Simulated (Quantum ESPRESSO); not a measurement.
# KF (Carobbiite): phonon frequency against volume, with a fit

Wanted: a fit of frequency against volume for KF (Carobbiite), tested on a run that is left out of it.

Main program and level: Quantum ESPRESSO 7.5; DFT LDA, scalar-relativistic, plane waves, PseudoDojo norm-conserving pseudopotentials.

## (1) Set-up

The structure is cubic, space group Fm-3m (No. 225). The conventional cell has a = 5.158 Å, b = 5.158 Å, c = 5.158 Å, α = 90.00°, β = 90.00°, γ = 90.00°. Nearest to K lie 6 F at 2.58 Å. Nearest to F lie 6 K at 2.58 Å. Farther neighbours and most contacts between anions are not listed.

As a file:

```
CELL_PARAMETERS angstrom
-2.57913 0.00000 2.57913
0.00000 2.57913 2.57913
-2.57913 2.57913 0.00000
ATOMIC_POSITIONS crystal
K 0.00000 0.00000 0.00000
F 0.50000 0.50000 0.50000
```

This is the cell after its relaxation at this level of theory, not the database cell from which that began.

## (2) Runs at several volumes

The relaxed cell is scaled uniformly; in this structure symmetry fixes all atoms, so nothing has to be relaxed anew. Each volume gets a ground state and a response at Γ. The mode followed is the highest one without the macroscopic field, of symmetry T1u; longitudinal polar modes lie higher. Cutoff 92 Ry, k mesh 8×8×8.

From the response at V/V₀ = 0.94:

The log of the run:

```text
[banners, grids, parts of the stress and lines that vanish by symmetry left out]
Program PHONON v.7.5
     Reading xml data from directory:

[...]
Exchange-correlation= PW
                           (   1   4   0   0   0   0   0)
[...]
kinetic-energy cut-off    =      92.0000  Ry
     charge density cut-off    =     368.0000  Ry
     convergence threshold     =      1.0E-18
[...]
Exchange-correlation= PW
                           (   1   4   0   0   0   0   0)
[...]
q = (   0.0000000   0.0000000   0.0000000 )
     49 Sym.Ops. (with q -> -q+G )
     G cutoff =  424.9601  (  25893 G-vectors)     FFT grid: ( 45, 45, 45)
     number of k points=    29
[...]
Mode symmetry, O_h (m-3m)  point group:
[...]
Dielectric constant
[...]
End of electric fields calculation
          Dielectric constant in cartesian axis
          (       2.142018810      -0.000000000      -0.000000000 )
          (      -0.000000000       2.142018810       0.000000000 )
          (      -0.000000000       0.000000000       2.142018810 )
          Effective charges (d Force / dE) in cartesian axis without acoustic sum rule applied (asr)
           atom    1  K     Mean Z*:        1.16203
      Ex  (        1.16203       -0.00000       -0.00000 )
      Ey  (       -0.00000        1.16203       -0.00000 )
      Ez  (       -0.00000        0.00000        1.16203 )
           atom    2  F     Mean Z*:       -1.16211
      Ex  (       -1.16211       -0.00000        0.00000 )
      Ey  (       -0.00000       -1.16211       -0.00000 )
      Ez  (        0.00000       -0.00000       -1.16211 )
          Effective charges Sum: Mean:       -0.00009
[...]
Effective charges (d Force / dE) in cartesian axis with asr applied:
           atom    1  K     Mean Z*:        1.16207
[...]
atom    2  F     Mean Z*:       -1.16207
[...]
Representation #   1 modes #   1   2   3
[...]
End of self-consistent calculation
     Convergence has been achieved
     Representation #   2 modes #   4   5   6
[...]
End of self-consistent calculation
     Convergence has been achieved
[...]
Dielectric constant in cartesian axis
          (       2.142018810      -0.000000000      -0.000000000 )
          (      -0.000000000       2.142018810       0.000000000 )
          (      -0.000000000       0.000000000       2.142018810 )
          Effective charges (d Force / dE) in cartesian axis without acoustic sum rule applied (asr)
           atom    1  K     Mean Z*:        1.16203
      Ex  (        1.16203       -0.00000       -0.00000 )
      Ey  (       -0.00000        1.16203       -0.00000 )
      Ez  (       -0.00000        0.00000        1.16203 )
           atom    2  F     Mean Z*:       -1.16211
      Ex  (       -1.16211       -0.00000        0.00000 )
      Ey  (       -0.00000       -1.16211       -0.00000 )
      Ez  (        0.00000       -0.00000       -1.16211 )
          Effective charges Sum: Mean:       -0.00009
[...]
Effective charges (d Force / dE) in cartesian axis with asr applied:
           atom    1  K     Mean Z*:        1.16207
[...]
atom    2  F     Mean Z*:       -1.16207
[...]
q = (    0.000000000   0.000000000   0.000000000 )
[...]
freq (    1) =      -0.099198 [THz] =      -3.308882 [cm-1]
     freq (    2) =      -0.099198 [THz] =      -3.308882 [cm-1]
     freq (    3) =      -0.099198 [THz] =      -3.308882 [cm-1]
     freq (    4) =       7.300168 [THz] =     243.507402 [cm-1]
     freq (    5) =       7.300168 [THz] =     243.507402 [cm-1]
     freq (    6) =       7.300168 [THz] =     243.507402 [cm-1]
[...]
Mode symmetry, O_h (m-3m)  point group:
     freq (   1-   3) =         -3.3  [cm-1]   --> T_1u G_15  G_4- I
     freq (   4-   6) =        243.5  [cm-1]   --> T_1u G_15  G_4- I

   JOB DONE.
```

One volume, V/V₀ = 0.97, is held back as a test.

```
V/V₀  volume (Å³/atom)  pressure (GPa)   ω (cm⁻¹)
0.94            16.127            3.17     243.51
0.97            16.641            1.44  held back
   1            17.156           -0.01     210.96
1.03            17.671           -1.21     195.79
1.06            18.186           -2.22     181.20
```

## (3) The fit

The mode Grüneisen parameter is γ = −d ln ω / d ln V.

```
ln(V/V₀)    ln ω
 -0.0619  5.4952
  0.0000  5.3517
  0.0296  5.2770
  0.0583  5.1996
```

A straight line through these points has the slope -2.447, so γ = 2.45; at V/V₀ = 0.97 it predicts ω = exp(5.3467 + 0.0745) = 226.17 cm⁻¹.

A parabola of pressure against ln V through V/V₀ = 0.97, 1 and 1.03 gives the bulk modulus B = −dP/d ln V = 44 GPa at V₀. With ω₀ from the fitted line the pressure coefficient follows as dω/dP = γ ω₀ / B = 2.45 × 209.9 / 44 = 11.7 cm⁻¹/GPa.

## (4) The run that was held back

The log of the run:

```text
[banners, grids, parts of the stress and lines that vanish by symmetry left out]
[banner, memory and clock lines left out]
Program PHONON v.7.5

[...]
Exchange-correlation= PW
                           (   1   4   0   0   0   0   0)
[...]
kinetic-energy cut-off    =      92.0000  Ry
     charge density cut-off    =     368.0000  Ry
     convergence threshold     =      1.0E-18
[...]
Exchange-correlation= PW
                           (   1   4   0   0   0   0   0)
[...]
q = (   0.0000000   0.0000000   0.0000000 )
     49 Sym.Ops. (with q -> -q+G )
     G cutoff =  433.9544  (  26717 G-vectors)     FFT grid: ( 45, 45, 45)
     number of k points=    29
[...]
Mode symmetry, O_h (m-3m)  point group:
[...]
Dielectric constant
[...]
End of electric fields calculation
          Dielectric constant in cartesian axis
          (       2.117984470      -0.000000000       0.000000000 )
          (       0.000000000       2.117984470       0.000000000 )
          (       0.000000000      -0.000000000       2.117984470 )
          Effective charges (d Force / dE) in cartesian axis without acoustic sum rule applied (asr)
           atom    1  K     Mean Z*:        1.15605
      Ex  (        1.15605        0.00000        0.00000 )
      Ey  (        0.00000        1.15605       -0.00000 )
      Ez  (        0.00000       -0.00000        1.15605 )
           atom    2  F     Mean Z*:       -1.15613
      Ex  (       -1.15613       -0.00000       -0.00000 )
      Ey  (       -0.00000       -1.15613        0.00000 )
      Ez  (       -0.00000        0.00000       -1.15613 )
[...]
Representation #   1 modes #   1   2   3
[...]
End of self-consistent calculation
     Convergence has been achieved
     Representation #   2 modes #   4   5   6
[...]
End of self-consistent calculation
     Convergence has been achieved
[...]
Dielectric constant in cartesian axis
          (       2.117984470      -0.000000000       0.000000000 )
          (       0.000000000       2.117984470       0.000000000 )
          (       0.000000000      -0.000000000       2.117984470 )
          Effective charges (d Force / dE) in cartesian axis without acoustic sum rule applied (asr)
           atom    1  K     Mean Z*:        1.15605
      Ex  (        1.15605        0.00000        0.00000 )
      Ey  (        0.00000        1.15605       -0.00000 )
      Ez  (        0.00000       -0.00000        1.15605 )
           atom    2  F     Mean Z*:       -1.15613
      Ex  (       -1.15613       -0.00000       -0.00000 )
      Ey  (       -0.00000       -1.15613        0.00000 )
      Ez  (       -0.00000        0.00000       -1.15613 )
          Effective charges Sum: Mean:       -0.00008
[...]
Effective charges (d Force / dE) in cartesian axis with asr applied:
           atom    1  K     Mean Z*:        1.15609
[...]
atom    2  F     Mean Z*:       -1.15609
[...]
q = (    0.000000000   0.000000000   0.000000000 )
[...]
freq (    1) =      -0.099335 [THz] =      -3.313466 [cm-1]
     freq (    2) =      -0.099335 [THz] =      -3.313466 [cm-1]
     freq (    3) =      -0.099335 [THz] =      -3.313466 [cm-1]
     freq (    4) =       6.800917 [THz] =     226.854159 [cm-1]
     freq (    5) =       6.800917 [THz] =     226.854159 [cm-1]
     freq (    6) =       6.800917 [THz] =     226.854159 [cm-1]
[...]
Mode symmetry, O_h (m-3m)  point group:
     freq (   1-   3) =         -3.3  [cm-1]   --> T_1u G_15  G_4- I
     freq (   4-   6) =        226.9  [cm-1]   --> T_1u G_15  G_4- I
```

It gives 226.85 cm⁻¹ against the predicted 226.17 cm⁻¹, a miss of 0.7 cm⁻¹.

## (5) Outcome

| Quantity | Value |
| --- | --- |
| mode Grüneisen parameter | 2.447 |
| bulk modulus | 44.0 GPa |
| pressure coefficient | 11.7 cm⁻¹/GPa |

In words: The highest optical mode of KF (Carobbiite) without the LO-TO term stiffens by 11.7 cm⁻¹ a GPa near the relaxed volume, with γ = 2.45. The power law meets all 5 runs within 0.50 %; between neighbouring volumes γ runs from 2.26 to 2.70. Such a coefficient turns a measured shift of this mode into a hydrostatic stress; uniaxial or biaxial stress splits the mode and needs deformation potentials. These are harmonic values at zero temperature for the structure held cubic, which a run at Γ can't show to be stable; the bulk modulus rests on three points.

[Host names and launcher messages were left out of these logs when they were recorded.]

[Logs are printed without paths, hosts, clocks, repeated set-up lines and the standing remarks that a program may print on its own settings, such as how far it seeks lower states.]

[Hosts, paths, dates, database ids (printed as entryN), source tags and the programs' standing remarks are cut or masked in the printed files.]
